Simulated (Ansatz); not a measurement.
In doubt: masses and optical values from hybrid runs of this build are listed as unsure, which bears on the screening that GW takes from such a start.

Rows from a G0W0 calculation on YCrB4 (Pbam) (Ansatz 0.2.0; G0W0 on HSE06, plane waves, PAW; 2×2×4 mesh, 459 empty bands, screening to 90 eV), in eV. Spin-orbit coupling is left out.

```tsv
row	Σx	Σc	Vxc	Z
A	-21.78	1.73	-20.83	0.72
B	-23.28	1.53	-22.64	0.71
C	-16.94	-3.85	-21.30	0.71
D	-16.52	-3.22	-20.27	0.73
E	-22.51	2.00	-21.42	0.71
F	-14.67	-3.19	-18.29	0.75
```

Question: Which rows are filled states and which are empty ones, and how can one tell?

Filled: A, B and E. Empty: C, D and F. The sign of Σc tells: for a filled state bare exchange, which holds its interaction with itself, lies below Vxc (Σx − Vxc is -0.6 eV or lower here) and screening gives part back as a positive Σc. For an empty state Σx lies above Vxc (+3.6 eV or more) and the Coulomb hole leaves Σc negative.

[Paths, hosts, dates, memory and timing lines, banners, echoed tables and standing remarks are left out of the program output.]

[Logs are printed without paths, hosts, clocks, repeated set-up lines and the standing remarks that a program may print on its own settings, such as how far it seeks lower states.]

[Runs of the session that timed out or met a known fault of the program may be left out.]

[Cells called generated may have been cut or substituted from an entry of the Crystallography Open Database or the Materials Project.]

[Hosts, paths, dates, database ids (printed as entryN), source tags and the programs' standing remarks are cut or masked in the printed files.]
